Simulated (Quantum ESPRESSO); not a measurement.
Computed results, one entry a study.

```
! title: BaAl9Fe2: parallel and opposed starts
! method: PBEsol; plane waves with GBRV 1.5 PBEsol potentials, no spin-orbit coupling (and 1 further level or step)
! program: Quantum ESPRESSO 7.5
! settings of one run: GBRV 1.5 PBEsol, cutoff 544.23 eV, 6×6×6 k-mesh, 51 bands, fermi-dirac occupations, smearing width 0.1 eV, collinear spin, SCF threshold 2.40e-8, mesh matched on, starting moments 0 0 0 0 0 0 0 0 0 0 2.8 2.8 μB
! cost: 2 runs, 5.8 min in all on 4 MPI ranks of Arm Neoverse V1, shared host (the runs of this entry)
! lowest state found: non-magnetic (from ferro ++ and antiferro +-)
! largest site moment: 0 μB
CELL_PARAMETERS angstrom
7.94126 0.00000 0.00000
-3.97063 6.87733 0.00000
0.00000 0.00000 3.95049
ATOMIC_POSITIONS crystal
Ba 0.00000 0.00000 0.00000
Al 0.50000 0.00000 0.00000
Al 0.50000 0.50000 0.00000
Al 0.00000 0.50000 0.00000
Al 0.21835 0.43669 0.50000
Al 0.78165 0.21835 0.50000
Al 0.43669 0.21835 0.50000
Al 0.56331 0.78165 0.50000
Al 0.21835 0.78165 0.50000
Al 0.78165 0.56331 0.50000
Fe 0.66667 0.33333 0.00000
Fe 0.33333 0.66667 0.00000
```

[Logs and program files are shortened in this print: banners, set-up blocks, solver, clock and traceback lines can be left out without a mark of their own.]

[Logs are printed without paths, hosts, clocks, repeated set-up lines and the standing remarks that a program may print on its own settings, such as how far it seeks lower states.]

[Hosts, paths, dates, database ids (printed as entryN), source tags and the programs' standing remarks are cut or masked in the printed files.]

[Where a cell is said to come from a database of computed structures, the database is the Materials Project.]
